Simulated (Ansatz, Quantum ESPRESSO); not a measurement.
# AlCd in the L11 ordering: electron–phonon coupling with Quantum ESPRESSO, part 5 of 5

Each step names its level of theory.

So far, highest frequency, solved or plainly interpolated (cm⁻¹): step 4 (phonons and couplings with ph.x: Fermi–Dirac smearing of …) 265. The relaxed cell has a = 2.916, c = 15.499 Å (conventional setting).

The structure was built from a prototype and need not be the compound's stable phase.

## 6. Phonons and couplings with ph.x: Fermi–Dirac smearing of 0.1 eV (run 2) (continued)

Level of this step: DFT PBEsol, scalar-relativistic, plane waves, GBRV ultrasoft pseudopotentials (Quantum ESPRESSO).

Mean over the q mesh without its centre; few wavevectors enter, so none of the widths can be taken as converged. Table of coupling constant λ, lambda by Gaussian width:

| Gaussian width (eV) | coupling constant λ, lambda |
| --- | --- |
| 0.100 | 0.167 |
| 0.200 | 0.290 |
| 0.300 | 0.516 |
| 0.400 | 0.644 |

λ runs from 0.167 at 0.1 eV to 0.644 at 0.4 eV.

## 7. Coupling and resistivity: Fermi–Dirac smearing of 0.1 eV

A first run on coarse meshes.

This step: DFT PBEsol, scalar-relativistic, plane waves, PAW (Ansatz 0.2.0).

File input.yaml:

```yaml
crystal:
  lattice:
    - [4.3574053583, 2.2954830713, 2.2954830713]
    - [2.2954830713, 4.3574053583, 2.2954830713]
    - [2.2954830713, 2.2954830713, 4.3574053583]
  atoms:
    - { symbol: Al, position: [0.0, 0.0, 0.0] }
    - { symbol: Cd, position: [0.5, 0.5, 0.5] }
kpoints:
  mp_grid: { grid: [6, 6, 6] }
hamiltonian:
  xc: pbesol
scf:
  occupations: { method: fermi_dirac, width: 0.1 }
output:
  eigenvalues: true
phonons:
  method: dfpt
  qmesh: [2, 2, 2]
  temperatures: { t_max: 1000, t_step: 50 }
  qpath:
    path:
      - [[0.0, 0.0, 0.0], [0.5, 0.5, 0.5], [0.81563488, 0.18436512, 0.5]]
      - [[0.5, -0.18436512, 0.18436512], [0.5, 0.0, 0.0], [0.0, 0.0, 0.0], [0.34218256, -0.34218256, 0.0]]
      - [[0.65781744, 0.0, 0.34218256], [0.5, 0.0, 0.5], [0.0, 0.0, 0.0]]
    npoints: 10
  electrical_resistivity:
    mesh: [12, 12, 12]
    temperatures: [20.0, 50.0, 77.0, 100.0, 150.0, 200.0, 300.0, 400.0, 600.0, 800.0]
  electron_occupations: "off"
```

Command:

```sh
ansatz run input.yaml --threads 4 --pin off --max-ram 8192MiB --backend cpu --events-out ev --progress --plain --runs-dir out
```

Log:

```text
[the first part of the log is left out]
  E_hartree    = 1972.970213
  E_xc         = -215.258986
  E_vxc        = -250.773445  (∫ρ·V_xc dr)
  E_paw        = -4466.711636  (= ΣΔE_a)
  E_vpaw       = -540.358468  (= ΣTr[D̂ρ^β])
  E_aug_tail   = 0.000010  (compensation charges beyond the density's cutoff)
  E_ewald      = -2411.702291
  E_core_change = 0.361099  (= ΣΔE_core)
  E_smearing   = -0.018086  (= −TS)
  E_closure    = 0.000000  (closes the sum)
  Σ components = -8708.429407   (vs F -8708.429407, Δ=0.00e0)
--- Band table (eV; the first three rows and the last of 32) ---
  k-point 0: bands = ["-91.3934", "-52.4503", "-52.4503", "-52.4464", "1.6421", "1.7757", "2.3162", "2.3162", "3.0647", "3.0647", "7.8359", "8.0985", "23.4534", "23.5287", "23.5287", "24.0550"]
  k-point 1: bands = ["-91.3919", "-52.4676", "-52.4548", "-52.4445", "1.9140", "2.1498", "2.5097", "2.5888", "2.7507", "3.0151", "8.0237", "9.3380", "18.3210", "21.2744", "21.9813", "22.2774"]
  k-point 2: bands = ["-91.3890", "-52.5022", "-52.4637", "-52.4407", "1.6757", "2.2285", "2.5954", "2.9167", "3.1794", "4.7269", "9.3992", "11.7797", "13.1795", "16.6730", "19.7841", "20.4889"]
  k-point 31: bands = ["-91.3934", "-52.4503", "-52.4503", "-52.4464", "1.6799", "2.3162", "2.3162", "3.0402", "3.0663", "3.0663", "3.6548", "14.5835", "15.6924", "23.7104", "23.7104", "23.8460"]
--- Phonons (Γ-DFPT): 2 representative perturbations + reference (Σ response iterations 9) ---
  ASR residual: 1.802e-5 → 0.000e0 eV/Å²; symmetrization residual: 3.985e-7 eV/Å²
  ASR residual per site (eV/Å²): 8.19e-7 1.80e-5
  Γ frequencies (cm⁻¹): 0.00 0.00 0.00 68.55 68.55 179.96
--- Phonons (arbitrary-q DFPT): 4 irreducible q on the 2×2×2 mesh ---
  q = [0.0000, 0.0000, 0.0000] (star 1, of the zone-centre solve; hermiticity 7.15e-7, symmetrization 3.32e-11): -0.00 0.00 0.00 68.55 68.55 179.96
  q = [0.0000, 0.0000, -0.5000] (star 3, 4 solved perturbations in 360 linear systems a pass and spin channel, the states on 112 of 216 k-point pairs; hermiticity 3.00e-9, symmetrization 1.68e-12): 57.22 83.04 134.38 164.64 176.07 226.55
  q = [0.0000, -0.5000, -0.5000] (star 3, 4 solved perturbations in 360 linear systems a pass and spin channel, the states on 112 of 216 k-point pairs; hermiticity 1.05e-7, symmetrization 2.42e-13): -9.25 82.29 138.28 142.81 195.35 233.08
  q = [-0.5000, -0.5000, -0.5000] (star 1, 2 solved perturbations on 68 of 216 k-point pairs; hermiticity 1.58e-12, symmetrization 4.19e-12): 38.61 38.61 61.73 61.73 84.41 154.82
  sum rule: each row above includes the acoustic sum rule's correction from the zone centre's row sums; it moved no ω² by more than (0.22 cm⁻¹)²
  mesh force constants: q→R imaginary residual 1.45e-17; ASR residual 1.802e-5 → 0.000e0 eV/Å²; symmetrization residual 1.844e-15 eV/Å²
  interpolated dispersion: 73 rows × 6 modes
  density of states and harmonic sums: on the 26×26×26 q-mesh, interpolated from the force constants of a 2×2×2 supercell (no non-analytic term)
  largest difference from the sums on the solved wave vectors: F 1.68e-1 eV, S 2.33e-4 and C_V 6.44e-5 eV/K
  zero-point energy: 0.046501 eV/cell   skipped modes (ω ≤ 0): 10, of them read as no rigid motion or as one in doubt: 7 (2.902e-3 modes/cell left out, lowest -9.25 cm⁻¹)   left out of the sums: 5.12e-4 of the cell's modes: C_V's classical limit lies that fraction below 3 k_B per atom; for a crystal, a wire or a layer, F and S can be off by more, and a phonons.interpolated_qmesh denser along its periods is the remedy for the sampling
Error: electrical resistivity: the mode of lowest frequency at the wavevector [0.0000, -0.5000, -0.5000] is imaginary, -9.25 cm⁻¹ (written negative): the force constants describe an unstable lattice; relax the structure, enlarge phonons.supercell (under dfpt, kpoints.mp_grid), or, with a block electrical_resistivity or superconductivity, name a file of force constants under which the crystal is stable (phonons.electron_phonon_force_constants)
The harmonic force constants that this run solved are whole in <dir>
```

Run time: 40 s. Hardware: 4 threads of Arm Neoverse V1, shared host; peak memory 0.65 GiB.

The run ended with an error.

The program's message: “electrical resistivity: the mode of lowest frequency at the wavevector [0.0000, -0.5000, -0.5000] is imaginary, -9.25 cm⁻¹ (written negative): the force constants describe an unstable lattice; relax t …”

The run stops because a mode is imaginary on the scattering mesh, where no scattering rate is defined; denser k meshes, other smearings and, between solved wavevectors, finer q meshes show whether the instability is real.

## 8. Results

```yaml
lowest_mode_solved_in_a_later_run_q_2x2x2_k_6x6x6_scattering_12x12x12: 9.25i cm⁻¹
phonon_run_of_the_rows_without_a_label_of_their_own: PBEsol, q 2×2×2, k 8×8×8
coupling_lambda_by_gaussian_sums_at_0p2_ev_quantum_espresso_gbrv_cutoff_612_ev_q_2x2x2_k_8x8x8: 0.293
coupling_lambda_by_gaussian_sums_at_0p2_ev_quantum_espresso_gbrv_cutoff_340_ev_q_2x2x2_k_8x8x8: 0.290
```

**Reading.** Under gradient-corrected functionals ph.x can misplace modes where the density is low; no frozen-phonon run checks these frequencies. In the last run that gave them, λ from the Gaussian sums still varies by a factor of 3.9 between widths of 0.1 and 0.4 eV; these sums hold few wavevectors and leave out the zone centre. The structure was built by hand as an ordered model, and its stability against other phases was not tested.

[Logs are printed without paths, hosts, clocks, repeated set-up lines and the standing remarks that a program may print on its own settings, such as how far it seeks lower states.]

[Hosts, paths, dates, database ids (printed as entryN), source tags and the programs' standing remarks are cut or masked in the printed files.]
